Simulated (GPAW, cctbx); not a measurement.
## Bonding in AlPb3C as X-rays see it

Question: by how much does bonding change the X-ray structure factors of AlPb3C, how firmly does DFT give the change, and what does a routine refinement make of it?

The start was made by putting kin elements into a known structure type; the compound need not exist, or be stable, in this form. All numbers below are calculated.

## Step 1: Relax the structure

The density hangs on the geometry, so cell and atoms are relaxed first, with the symmetry held. The cutoff is set higher than for the density because stress converges slowly with plane waves.

Settings: GPAW 26.7.0, PBE, 670 eV, 5×5×2 k-points (along the axes of the calculation cell), Fermi–Dirac width 0.1 eV, BFGS to 0.03 eV/Å.

```text
cell
1.0
    -3.697000000    0.000000000    0.000000000
     1.848500000   -6.394000000    0.000000000
     0.000000000    0.000000000    9.851000000
Pb Al C
6 2 2
Direct
0.045700000 0.091400000 0.750000000
0.954300000 0.908600000 0.250000000
0.371600000 0.743200000 0.954400000
0.628400000 0.256800000 0.045600000
0.371600000 0.743200000 0.545600000
0.628400000 0.256800000 0.454400000
0.746100000 0.492200000 0.750000000
0.253900000 0.507800000 0.250000000
0.000000000 0.000000000 0.000000000
0.000000000 0.000000000 0.500000000
```

```console
$ OMP_NUM_THREADS=1 mpirun -n 4 gpaw python run.py > gpaw.log
```

```text
BFGS:    0      -40.820717        0.507396
BFGS:    1      -40.834605        0.480635
BFGS:    2      -40.891468        0.262953
BFGS:    3      -40.893199        0.238367
...
BFGS:   15      -40.924839        0.051021
BFGS:   16      -40.925857        0.042364
BFGS:   17      -40.926884        0.029862
cell  3.6617 6.6510 10.1715  90.00 90.00 105.98
volume 238.151 A^3, largest force 0.028 eV/A, largest stress 0.20 GPa
```

After 17 steps the volume has changed by +2.3 % and the energy by -0.106 eV; the largest stress left is 0.20 GPa. It took 28 min on 4 cores of Arm Neoverse V1 (shared host), peak memory 2.2 GiB.

Relaxed structure: Cmcm (no. 63), a = 3.6617 Å, b = 12.7882 Å, c = 10.1715 Å, α = 90.00°, β = 90.00°, γ = 90.00°.

```csv
atom,mult.,x,y,z
Pb1,4,1/2,0.4561,1/4
Pb2,8,1/2,0.1322,0.4561
Al1,4,0,0.2542,1/4
C1,4,0,0,1/2
```

## Step 2: Density and charge transfer

X-rays see the whole electron density, so the PAW density is rebuilt with its core regions. Subtracting spherical free atoms from the same code cancels the cores and leaves the deformation density Δρ, the part due to bonding.

Settings: PBE, 550 eV, 7×7×3 k-points (along the axes of the calculation cell), Fermi–Dirac width 0.1 eV; primitive cell of 10 atoms.

```console
$ OMP_NUM_THREADS=1 mpirun -n 4 gpaw python run.py > gpaw.log
```

```text
|iter:   1|       0s |  -43.907927 | +0.17 |       |
|iter:   2|      13s |  -42.394142 | -1.10 | -1.20 |
|iter:   3|      27s |  -40.697358 | -0.89 | -1.29 |
...
|iter:  11|     133s |  -40.618946c| -6.32 | -4.60c|
|iter:  12|     146s |  -40.618942c| -6.66 | -4.25c|
|iter:  13|     159s |  -40.618942c| -7.47c| -5.01c|
```

```text
gpts.py:43: UserWarning: Initial realspace grid (20,36,56) inconsistent with symmetries.
gpts.py:43: UserWarning: Initial realspace grid (20,36,56) inconsistent with symmetries.
gpts.py:43: UserWarning: Initial realspace grid (20,36,56) inconsistent with symmetries.
gpts.py:43: UserWarning: Initial realspace grid (20,36,56) inconsistent with symmetries.
gpts.py:70: UserWarning: Using symmetrized grid: (36,36,56).
gpts.py:70: UserWarning: Using symmetrized grid: (36,36,56).
gpts.py:70: UserWarning: Using symmetrized grid: (36,36,56).
gpts.py:70: UserWarning: Using symmetrized grid: (36,36,56).
grid (72, 72, 112)  electrons 530.000  moved by bonding 1.545 e
deformation density beyond 0.5 A of the nuclei: max 0.085, min -0.063 e/A^3
atom        x       y       z   Voronoi charge  moment
Pb1    0.0439  0.0879  0.2500      0.142       0.00
Pb2    0.9561  0.9121  0.7500      0.142       0.00
Pb3    0.3678  0.7356  0.4560      0.178       0.00
Pb4    0.6322  0.2644  0.5440      0.178       0.00
Pb5    0.3678  0.7356  0.0440      0.178       0.00
Pb6    0.6322  0.2644  0.9560      0.178       0.00
Al7    0.7458  0.4916  0.2500     -0.073       0.00
Al8    0.2542  0.5084  0.7500     -0.073       0.00
C 9    0.0000  0.0000  0.5000     -0.426       0.00
C 10   0.0000  0.0000  0.0000     -0.426       0.00
mean inner potential of superposed free atoms 19.255 V
total magnetic moment 0.000 muB
```

Deformation density in a plane through the shortest contact of the Pb atom at the origin, in 0.01 e/Å³ (clipped at ±99); x from -1.6 to 4.1 Å, y from 2.4 down to -2.4 Å:

```text
 -2   6   8   .   .   .   8   5  -4   2   .   .   1   0   0   1
 -1   3   5   5   6   7   6   2  -3  -4   2   3  -2  -2  -1   0
 -1   1   3   6   8   6   3   0  -3  -4  -5  -4  -3  -2  -1  -1
 -1  -1   0   2   2   1  -1  -2  -1   1   4   5   3   1  -1  -1
 -1  -1  -2  -5  -4  -5  -5  -2   1   5   8   8   6   3   1  -2
  0   0  -2   0   .   1  -4  -1   5   7   5   .   5   6   3  -4
  1   1   1  -3   .   .  -1  -1   7   8   .   .   5   8   4  -5
  1   1  -1   0   .  -1  -3  -1   5   6   3   .   6   7   3  -4
  0   0   0  -1   1   0  -3  -1   2   4   7   8   7   4   0  -3
 -1  -1   0   0   1   0  -1  -1   0   1   4   5   3   0  -1  -2
 -1  -1   0   0   1   0   0  -1  -1  -2  -3  -5  -5  -4  -2   1
 -1   0   0   1   1   1   0   0  -1  -3   0   5   0  -6  -1   4
 -1   0   1   1   2   1   1   0   1   1   .   .   .  -2   0   7
```

Atoms in or within 0.15 Å of the plane: Pb (0.0, 0.0), C (2.5, 0.0) Å. Dots mark points within about 0.45 Å of a nucleus; large values next to them are atomic features.

C gains most (-0.43 e) and Pb loses most (+0.17 e), in averages over each element's sites; C is the most electronegative element, but the order of the others doesn't follow electronegativity. Such charges fall far short of formal ones, since overlapping free atoms already put density on their neighbours. Along the shortest contact from the Pb atom at the map's origin, Pb–C at 2.53 Å, Δρ is +0.04 e/Å³ at the midpoint and highest, +0.08, 1.71 Å from Pb (points within 0.5 Å of a nucleus left out): little piles up between the atoms. At the midpoints of other shortest contacts it is +0.03 (Pb–Al, 3.17 Å) e/Å³. Point values carry grid noise of about 0.01 e/Å³. The run needed 13 iterations, 3.2 min.

## Step 3: From the density to structure factors

The Fourier components of Δρ, added to those of the free atoms, give the static X-ray structure factors; the Mott–Bethe relation turns them into the Fourier components V of the potential that fast electrons feel.

```text
static structure factors of the conventional cell: F in electrons, V (Mott-Bethe) in volts
   h  k  l      d  |F| table  |F| free   |F| DFT   change   |V| free  |V| DFT  change %
   0  2  0  6.3941   186.872   186.552   186.949    0.396     2.142    1.986     -7.3
   0  2  1  5.4133     3.405     3.395     3.349   -0.046     0.011    0.002        -
   0  0  2  5.0857   193.928   193.548   194.186    0.638     2.220    2.062     -7.2
   0  2  2  3.9803   243.000   242.679   241.487   -1.192     1.708    1.890     10.6
   1  1  0  3.5202    98.209    98.170    96.956   -1.214     0.716    0.861     20.2
   1  1  1  3.3266   158.623   158.385   158.343   -0.042     1.181    1.186      0.4
   0  4  0  3.1970   387.436   387.079   386.023   -1.056     3.431    3.535      3.0
   0  4  1  3.0499   283.326   283.141   283.263    0.122     3.268    3.257     -0.3
   0  2  3  2.9954   577.790   577.454   577.417   -0.036     6.797    6.801      0.0
   1  1  2  2.8945   589.010   588.681   587.487   -1.195     6.299    6.396      1.5
   1  3  0  2.7776   664.376   664.044   664.978    0.934     8.044    7.975     -0.9
   0  4  2  2.7067   623.913   623.667   622.135   -1.532     7.117    7.225      1.5
   1  3  1  2.6795   338.670   338.574   338.202   -0.372     4.356    4.382      0.6
   0  0  4  2.5429   581.540   581.355   581.629    0.274     7.313    7.296     -0.2
```

The largest X-ray change is -1.53 e on 042, 0.2 % of |F|. For electrons V goes as (Z − F)/g², so a change of F counts against Z − F, which is small at low angle and wherever the atoms' terms cancel: |V| of 110 moves by +20.2 % (0.72 to 0.86 V) against -1.2 % in |F|. The last three rows still change by up to 1.53 e; the table stops while the angles are still low. The tabulated Hartree–Fock atoms differ from the free DFT atoms by up to 0.38 e, so the choice of reference atom matters too.

## Step 4: The functional ladder

The same geometry is run with other functionals, to see whether the bonding signal is larger than the spread between approximations. Free atoms are LDA for LDA and PBE otherwise. Any other changed setting is in the row's label.

| run | ΔF 042 (e) | ΔF 110 (e) | ΔF 112 (e) | q(C) (e) | moved (e) | time |
| --- | --- | --- | --- | --- | --- | --- |
| PBE | -1.532 | -1.214 | -1.195 | -0.426 | 1.545 | 3.2 min |
| LDA | -1.488 | -1.167 | -1.158 | -0.407 | 1.457 | 3 min |
| RPBE | -1.547 | -1.231 | -1.184 | -0.435 | 1.653 | 3.2 min |
| PBE 150 eV (unsound) | -1.302 | -0.674 | -0.904 | -0.256 | 2.184 | 27 s |

At the base's settings ΔF(042) spans -1.547 to -1.488 e, a spread of 4 % of the PBE value; over the three listed reflections the spread is at most 5 %, so sign and size hold across the functionals. The run marked unsound (cutoff far too low) misses ΔF(042) by 0.230 e. Times are from shared hosts.

## Step 5: Refining ordinary atoms against data with bonding

Routine crystallography fits spherical atoms. To see the bias, intensities are simulated from tabulated atoms plus the DFT change ΔF, so that bonding alone can misfit (15350 reflections of the full sphere, merged to the counts below, to 0.4 Å, 0.5 % proportional noise plus counting noise, assumed isotropic U as listed, Δρ smeared by the mean U) and refined with cctbx over different ranges.

| range | data | R1 | GooF | U Pb1 (true 0.0056) | U Pb2 (true 0.0056) | U Al1 (true 0.0107) | U C1 (true 0.0128) | largest shift (Å) | Δρ max, min (e/Å³) |
| --- | --- | --- | --- | --- | --- | --- | --- | --- | --- |
| all data | 2162 | 0.0050 | 0.93 | 0.0056 | 0.0056 | 0.0107 | 0.0129 | 0.0005 | 0.77, -1.06 |
| low resolution, d > 0.84 | 261 | 0.0027 | 0.91 | 0.0055 | 0.0055 | 0.0107 | 0.0126 | 0.0009 | 0.28, -0.19 |
| high order, d < 0.75 | 1807 | 0.0060 | 0.93 | 0.0056 | 0.0056 | 0.0106 | 0.0129 | 0.0001 | 0.70, -0.86 |
| occupancies free, d > 0.7 | 438 | 0.0030 | 0.93 | 0.0056 | 0.0056 | 0.0109 | 0.0128 | 0.0012 | 0.45, -0.30 |

With all data GooF is 0.93, so at this noise the bonding hardly shows; the top residual peak lies 2.13 Å from Pb and 2.13 Å from Pb. No U is off by more than 3 s.u. at low resolution. With Pb1 held at 1 and the scale free, the other occupancies refine to Pb2 1.001(0.001), Al1 1.004(0.004) and C1 1.004(0.012), within three s.u. of full.

## Step 6: Answer

Bonding moves 1.54 e in the primitive cell of AlPb3C and changes the structure factors of the conventional cell in the table above by at most 1.53 e (042, 0.2 %), and among reflections above 2 % of the strongest by up to 1.2 % (110). The shortest bond, Pb–C, has Δρ = +0.04 e/Å³ at its midpoint. At the base's settings ΔF(042) spans -1.547 to -1.488 e, a spread of 4 % of the PBE value; over the three listed reflections the spread is at most 5 %, so sign and size hold across the functionals. With all data GooF is 0.93, so at this noise the bonding hardly shows. Limits: static density, frozen cores, no spin–orbit coupling.

[Outputs are excerpts: Python notices, other lines and further rows are left out; steps that failed or that the build refused (PBEsol, TPSS) are not shown.]

[Logs are printed without paths, hosts, clocks, repeated set-up lines and the standing remarks that a program may print on its own settings, such as how far it seeks lower states.]
